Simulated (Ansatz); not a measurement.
MgO (Fm-3m): refractive index against wavelength

The refractive index of MgO (Fm-3m) below the direct gap (4.71 eV on the mesh) is read from one computed spectrum, n = √(Re ε).

The structure is cubic, space group Fm-3m (No. 225). The conventional cell has a = 4.217 Å, b = 4.217 Å, c = 4.217 Å, α = 90.00°, β = 90.00°, γ = 90.00°. Mg on site a is surrounded by 6 O at 2.11 Å. O on site b is surrounded by 6 Mg at 2.11 Å.

Method: Ansatz 0.2.0, PBE, independent particles, k-mesh 12×12×12 with interpolation inside its cells, Gaussian parameter 0.1 eV.

Launch of the response step: `ansatz run input.yaml --threads 4 --pin off --max-ram 8192MiB --backend cpu --events-out ev --progress --plain --runs-dir out`. The run took 4 s, on 4 threads of Arm Neoverse V1 (shared host).

```tsv
wavelength (nm)	photon energy E (eV)	n
1064	1.165	1.8144
850	1.459	1.8191
700	1.771	?
633	1.959	1.8302
532	2.331	1.8411
450	2.755	1.8569
405	3.061	1.8710
```

In the single-oscillator model n² − 1 = E₀E_d/(E₀² − E²), so 1/(n² − 1) = E₀/E_d − E²/(E₀E_d) is linear in E².

Working, on the rows shown:

| x = E² (eV²) | y = 1/(n² − 1) |
| --- | --- |
| 1.35784 | 0.436291 |
| 2.12762 | 0.433065 |
| 3.83641 | 0.425599 |
| 5.43137 | 0.418471 |
| 7.59115 | 0.408484 |
| 9.37179 | 0.399897 |

Means: x̄ = 4.9527, ȳ = 0.4203. Σ(x − x̄)(y − ȳ) = -0.2217, Σ(x − x̄)² = 48.87. Slope = -0.2217 / 48.87 = -0.004536; intercept = ȳ − slope · x̄ = 0.44277. Turned back into n, the line misses the rows shown by at most 0.0006.

Q: Predict the last column of the withheld row from the fit.

A: At x = 3.1372 the line gives y = 0.42854, that is 1.8258. The run gave 1.8256, so the interpolation is off by 0.00019, 0.3 % of the range in the table.

Refitted with all rows, the slope is -0.00454 and the intercept 0.4428. These give E₀ = √(intercept/−slope) = 9.88 eV and E_d = E₀/intercept = 22.3 eV; E₀ is 2.1 times the direct gap. The electronic limit at long wavelengths, without lattice vibrations, is n = √(1 + 1/intercept) = 1.805. The cell comes from an older database entry, whose edges can be off by a per cent or so. Excitons are left out and so are local fields; PBE gaps are as a rule too small.

[Logs are printed without paths, hosts, clocks, repeated set-up lines and the standing remarks that a program may print on its own settings, such as how far it seeks lower states.]
